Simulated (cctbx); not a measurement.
# Symmetry from intensities

Cell: a = 4.6870 Å, b = 5.6410 Å, c = 7.0710 Å, α = 90.00°, β = 90.00°, γ = 90.00°. Expected content of the cell: Au2 Er2 La2 Fe2.

Simulated single-crystal data (cctbx): Mo Kα, λ = 0.71073 Å, to d = 0.75 Å, 80 % of the full sphere, strongest reflection 20000 counts, noise from counting, a 2 % proportional error and a noise floor of 8 counts (s.d.); no absorption.

Tests on the unmerged data give:

```text
1469 reflections to d = 0.753 A
centring   violations  <I/sigma> of those
    A        634 of   723     20.7
    B        674 of   730     21.7
    C        702 of   749     21.4
    I        685 of   727     21.5
    R        895 of   971     21.5
    F       1005 of  1101     21.3
Laue class    unique    Rint  (classes that these axes allow; Friedel mates merged)
P -1              896   0.056
P 1 2/m 1         514   0.054
P 1 1 2/m         507   0.054
P 2/m 1 1         522   0.054
P m m m           309   0.055
space group    extra absences  I>4sigma  <I/sigma>
P 2 2 2                 0          0         -  acentric
P 2 2 21               10          0      -0.2  acentric
P m m 2                 0          0         -  acentric
P 2 m m                 0          0         -  acentric
P m 2 m                 0          0         -  acentric
P m c 21               78          0       0.1  acentric
P 2 c m                78          0       0.1  acentric
P m m m                 0          0         -  centric
P m c m                78          0       0.1  centric
Wilson B = 0.80 A^2   <|E^2-1|> = 0.786 (0.968 centric, 0.736 acentric)   E^2>4: 1.0 %
shell (A)         n   <I/sigma>
 7.07 - 1.50     47     28.1
 1.50 - 1.19     38     35.0
 1.19 - 1.04     42     24.4
 1.04 - 0.95     33     31.5
 0.95 - 0.88     42     33.5
 0.88 - 0.83     31     22.1
 0.83 - 0.79     32     31.5
 0.79 - 0.75     44     23.2
```

Q: Read the symmetry from these tables.

Every centring test has many violations, so the lattice is primitive.

Rint stays low (0.054 to 0.056) up to P m m m, the highest class in these axes. It includes Bijvoet differences, since Friedel mates are merged.

9 settings pass the absence test. The most absences obeyed, 78, belong to P m c 21, P 2 c m and P m c m, which absences can't tell apart.

⟨|E²−1|⟩ = 0.786 leans to a non-centrosymmetric structure. The Wilson B of 0.80 Å² means U ≈ 0.0101 Å².

The true group is Pmc2_1 (no. 26), Laue class mmm, non-centrosymmetric. The tables only narrow the choice to the tied entries; cell content, site symmetry and trial solutions must settle it.

This is a model crystal, built by substitution and not relaxed, with assumed displacement parameters.

[Logs are printed without paths, hosts, clocks, repeated set-up lines and the standing remarks that a program may print on its own settings, such as how far it seeks lower states.]
